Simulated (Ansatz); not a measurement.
## Ba on Co(0001): change of the work function

Wanted: Δφ(θ) for Ba/Co(0001), starting from the fcc site.

Calculated with Ansatz 0.2.0; plane-wave DFT, PBE, Ansatz PAW.

Report form: inputs, costs, results and the conclusion, without the logs.

### 1. Set-up

The cell holds 4 atoms: 4 Co. Cell: a = 2.510 Å, b = 2.510 Å, c = 24.107 Å, α = 90.0°, β = 90.0°, γ = 60.0°. Vacuum lies along c.

### 2. The clean slab

The bare slab comes first, as the zero from which every change is counted. The two lowest layers are held at bulk places and the upper ones relax. The dipole correction removes the false field that a one-sided slab makes across the periodic vacuum, so each face gets a flat vacuum level of its own.

input.yaml reads:

```yaml
crystal:
  lattice:
    - [2.51, 0.0, 0.0]
    - [1.255, 2.1737237635, 0.0]
    - [0.0, 0.0, 24.10683]
  atoms:
    - { symbol: Co, position: [0.6666666667, 0.6666666667, 0.3733381784], spin: 1.7 }
    - { symbol: Co, position: [0.0, 0.0, 0.4577793928], spin: 1.7 }
    - { symbol: Co, position: [0.6666666667, 0.6666666667, 0.5422206072], spin: 1.7 }
    - { symbol: Co, position: [0.0, 0.0, 0.6266618216], spin: 1.7 }
magnetization:
  spin_polarized: true
kpoints:
  mp_grid: { grid: [12, 12, 1] }
hamiltonian:
  xc: pbe
scf:
  occupations: { method: fermi_dirac, width: 0.1 }
  convergence: { dr2_threshold: 1.0e-08 }
efield:
  axis: 3
  dipole_correction: true
  ramp_position: 0.97
  ramp_width: 0.06
relax:
  f_tol: 0.02
  max_steps: 60
  constraints: [{ sites: [0, 1] }]
output:
  write_potential: true
  write_density: true
  volumetric_format: npy
```

Started as:

```
ansatz run input.yaml --threads 4 --pin off --max-ram 16384MiB --backend cpu --events-out ev --progress --plain --runs-dir out
```

Elapsed: 36 s, on 4 threads of Arm Neoverse V1, shared host; peak memory 0.54 GiB.

The steps of the relaxation:

| step | energy less that of the first step (eV) | largest force component (eV/Å) |
| --- | --- | --- |
| 1 | 0.0000 | 0.4887 |
| 2 | -0.0156 | 0.3161 |
| 3 | -0.0236 | 0.0611 |
| 4 | -0.0238 | 0.0066 |

The run keeps the 6 symmetry operations that the program found, so distortions that break them were not tested.

The atoms that moved most (Å):

| atom | dx | dy | dz | length |
| --- | --- | --- | --- | --- |
| Co4 | 0.000 | 0.000 | -0.080 | 0.080 |
| Co3 | 0.000 | 0.000 | 0.010 | 0.010 |

Read from the output:

```yaml
energy_at_zero_smearing: -20503.1176 eV
total_moment: 6.836 μB
site_moments: 1.820, 1.758, 1.742, 1.793 μB
work_function_upper_face: 4.925 eV
work_function_lower_face: 4.989 eV
dipole_along_the_normal: 0.001909 e·Å
step_between_the_vacuum_levels: -0.06331 eV
```

Running mean over 2.03561 Å of the planar mean; the ramp of the sawtooth is left out. Table of electron's electrostatic potential energy less the Fermi level by z:

z (Å), electron's electrostatic potential energy less the Fermi level (eV) and a bar from the least value:
```
      3.0        5.0 ##############################
      3.5        5.0 ##############################
      4.0        5.0 ##############################
      4.5        5.0 ##############################
      5.0        5.0 ##############################
      5.5        5.0 ##############################
      6.0        4.9 ##############################
      6.5        4.8 ##############################
      7.0        4.2 #############################
      7.5        1.9 ########################
      8.0       -3.5 ###############
      8.5       -8.6 #####
      9.0      -10.3 ##
      9.5      -10.5 ##
     10.0      -10.5 ##
     10.5      -10.5 ##
     11.0      -10.6 ##
     11.5      -10.5 ##
     12.0      -10.5 ##
     12.5      -10.5 ##
     13.0      -10.6 ##
     13.5      -11.1 #
     14.0      -11.5 
     14.5      -11.2 #
     15.0      -10.4 ##
     15.5       -8.8 #####
     16.0       -3.8 ##############
     16.5        1.7 ########################
     17.0        4.1 ############################
     17.5        4.7 #############################
     18.0        4.9 ##############################
     18.5        4.9 ##############################
     19.0        4.9 ##############################
     19.5        4.9 ##############################
     20.0        4.9 ##############################
     20.5        4.9 ##############################
     21.0        4.9 ##############################
```

Site moment by atom:

| atom | site moment (μB) |
| --- | --- |
| Co1 | 1.82 |
| Co2 | 1.76 |
| Co3 | 1.74 |
| Co4 | 1.79 |

The relaxation took 4 steps and lowered the energy by 0.024 eV; the largest force on the free atoms ends at 0.0066 eV/Å.

The work function of the upper face is 4.93 eV.

### 3. Adsorbate added, k-mesh 4×4×1, coverage 0.111 ML

System of this step: Ba/Co(0001). The cell holds 37 atoms: 36 Co and 1 Ba. Its edges and angles: a = 7.530 Å, b = 7.530 Å, c = 27.226 Å, α = 90.0°, β = 90.0°, γ = 60.0°. Vacuum lies along c.

The clean slab as it ended is repeated in the plane and the adsorbate is set on one face; the cell's size fixes the coverage, and the k-mesh shrinks with it to keep the sampling density about even. Adsorbate and upper layers relax, since the dipole depends on the height.

input.yaml reads:

```yaml
crystal:
  lattice:
    - [7.53, 0.0, 0.0]
    - [3.765, 6.5211712905, 0.0]
    - [0.0, 0.0, 27.2258500873]
  atoms:
    - { symbol: Co, position: [0.2222222222, 0.2222222222, 0.3305681906], spin: 1.82 }
    - { symbol: Co, position: [0.0, 0.0, 0.4053357366], spin: 1.76 }
    - { symbol: Co, position: [0.2222222222, 0.2222222222, 0.4804631286], spin: 1.74 }
    - { symbol: Co, position: [0.0, 0.0, 0.5519181601], spin: 1.79 }
    - { symbol: Co, position: [0.2222222222, 0.5555555556, 0.3305681906], spin: 1.82 }
    - { symbol: Co, position: [0.0, 0.3333333333, 0.4053357366], spin: 1.76 }
    - { symbol: Co, position: [0.2222222222, 0.5555555556, 0.4804631286], spin: 1.74 }
    - { symbol: Co, position: [0.0, 0.3333333333, 0.5519181601], spin: 1.79 }
[... 25 atom lines left out ...]
    - { symbol: Co, position: [0.6666666667, 0.6666666667, 0.4053357366], spin: 1.76 }
    - { symbol: Co, position: [0.8888888889, 0.8888888889, 0.4804631286], spin: 1.74 }
    - { symbol: Co, position: [0.6666666667, 0.6666666667, 0.5519181601], spin: 1.79 }
    - { symbol: Ba, position: [0.1111111111, 0.1111111111, 0.6694318094] }
magnetization:
  spin_polarized: true
kpoints:
  mp_grid: { grid: [4, 4, 1] }
hamiltonian:
  xc: pbe
scf:
  occupations: { method: fermi_dirac, width: 0.1 }
  convergence: { dr2_threshold: 1.0e-08 }
efield:
  axis: 3
  dipole_correction: true
  ramp_position: 0.97
  ramp_width: 0.06
relax:
  f_tol: 0.02
  max_steps: 60
  constraints:
    - { sites: [0, 1, 4, 5, 8, 9, 12, 13, 16, 17, 20, 21, 24, 25, 28, 29, 32, 33] }
output:
  write_potential: true
  write_density: true
  volumetric_format: npy
```

It took 47 min on 4 threads; peak memory 11 GiB; 3.1 h of CPU time.

Step by step:

| step | energy less that of the first step (eV) | largest force component (eV/Å) |
| --- | --- | --- |
| 1 | 0.0000 | 1.6849 |
| 2 | -0.3285 | 1.5226 |
| 3 | -0.6018 | 1.0512 |
| 4 | -0.7402 | 0.2604 |
| 5 | -0.7513 | 0.1665 |
| 6 | -0.7686 | 0.0333 |
| 7 | -0.7689 | 0.0029 |

The run keeps the 6 symmetry operations that the program found, so distortions that break them were not tested.

The atoms that moved most (Å):

| atom | dx | dy | dz | length |
| --- | --- | --- | --- | --- |
| Ba37 | 0.000 | 0.000 | -0.691 | 0.691 |
| Co4 | -0.024 | -0.014 | -0.033 | 0.043 |
| Co16 | 0.024 | -0.014 | -0.033 | 0.043 |
| Co8 | 0.000 | 0.028 | -0.033 | 0.043 |
| Co12 | 0.002 | -0.001 | 0.033 | 0.033 |
| Co28 | 0.000 | 0.002 | 0.033 | 0.033 |
| Co36 | -0.002 | -0.001 | 0.033 | 0.033 |
| Co20 | -0.008 | -0.004 | 0.026 | 0.027 |

Final coordinates:

```xyz
37
Lattice="7.5300 0.0000 0.0000 3.7650 6.5212 0.0000 0.0000 0.0000 27.2259" Properties=species:S:1:pos:R:3
Co    2.5100    1.4491    9.0000
Co    0.0000    0.0000   11.0356
Co    2.5163    1.4528   13.0671
Co   -0.0242   -0.0140   14.9937
Co    3.7650    3.6229    9.0000
Co    1.2550    2.1737   11.0356
Co    3.7660    3.6223   13.0930
Co    1.2550    2.2016   14.9937
Co    5.0200    5.7966    9.0000
Co    2.5100    4.3474   11.0356
Co    5.0200    5.7893   13.0671
Co    2.5121    4.3462   15.0595
Co    5.0200    1.4491    9.0000
Co    2.5100    0.0000   11.0356
Co    5.0200    1.4503   13.0930
Co    2.5342   -0.0140   14.9937
Co    6.2750    3.6229    9.0000
Co    3.7650    2.1737   11.0356
Co    6.2740    3.6223   13.0930
Co    3.7573    2.1693   15.0520
Co    7.5300    5.7966    9.0000
Co    5.0200    4.3474   11.0356
Co    7.5383    5.7918   13.0783
Co    5.0200    4.3564   15.0520
Co    7.5300    1.4491    9.0000
Co    5.0200    0.0000   11.0356
Co    7.5237    1.4528   13.0671
Co    5.0200    0.0025   15.0595
Co    8.7850    3.6229    9.0000
Co    6.2750    2.1737   11.0356
Co    8.7850    3.6324   13.0783
Co    6.2827    2.1693   15.0520
Co   10.0400    5.7966    9.0000
Co    7.5300    4.3474   11.0356
Co   10.0317    5.7918   13.0783
Co    7.5279    4.3462   15.0595
Ba    1.2550    0.7246   17.5350
```

This step gave:

| Quantity | Value |
| --- | --- |
| energy at zero smearing | -190479.2994 eV |
| total moment | 60.63 μB |
| work function, upper face | 1.817 eV |
| work function, lower face | 4.969 eV |
| dipole along the normal | 0.8554 e·Å |
| step between the vacuum levels | -3.152 eV |

Running mean over 2.03561 Å of the planar mean; the ramp of the sawtooth is left out. Table of electron's electrostatic potential energy less the Fermi level by z:

z (Å), electron's electrostatic potential energy less the Fermi level (eV) and a bar from the least value:
```
        4        5.0 ##############################
        5        5.0 ##############################
        6        4.9 ##############################
        7        4.2 #############################
        8       -3.5 ###############
        9      -10.3 ##
       10      -10.5 ##
       11      -10.5 ##
       12      -10.5 ##
       13      -10.6 #
       14      -11.4 
       15      -10.4 ##
       16       -4.8 ############
       17        0.5 ######################
       18        0.0 #####################
       19        1.1 #######################
       20        1.7 ########################
       21        1.8 ########################
       22        1.8 ########################
       23        1.8 ########################
       24        1.8 ########################
```

Site moment by element, in μB:

| element | atoms | mean | spread (r.m.s.) | least | largest |
| --- | --- | --- | --- | --- | --- |
| Co | 36 | 1.76 | 0.06 | 1.61 | 1.82 |
| Ba | 1 | -0.05 | 0.00 | -0.05 | -0.05 |

The atoms farthest from the mean of their element:

| atom | x, y, z (Å) | site moment (μB) |
| --- | --- | --- |
| Co8 | 1.26, 2.20, 14.99 | 1.61 |
| Co4 | -0.02, -0.01, 14.99 | 1.61 |
| Co16 | 2.53, -0.01, 14.99 | 1.61 |
| Co5 | 3.76, 3.62, 9.00 | 1.82 |
| Co13 | 5.02, 1.45, 9.00 | 1.82 |
| Co17 | 6.28, 3.62, 9.00 | 1.82 |
| Co1 | 2.51, 1.45, 9.00 | 1.82 |
| Co9 | 5.02, 5.80, 9.00 | 1.82 |

The relaxation took 7 steps and lowered the energy by 0.77 eV; the largest force on the free atoms ends at 0.0029 eV/Å.

The covered face has 1.82 eV, -3.11 eV against the clean one; the bare back face has moved by -0.02 eV, a measure of how thin the slab is.

(Part 1 of 2 ends here.)

[Long decimals in the printed logs are rounded to 6 places.]

[Logs are printed without paths, hosts, clocks, repeated set-up lines and the standing remarks that a program may print on its own settings, such as how far it seeks lower states.]

[Hosts, paths, dates, database ids (printed as entryN), source tags and the programs' standing remarks are cut or masked in the printed files.]

[Maps of the electrostatic potential energy from Ansatz leave out the sawtooth potential of an applied field or a dipole correction, so their vacuum need not be flat; planar profiles and work functions include it.]
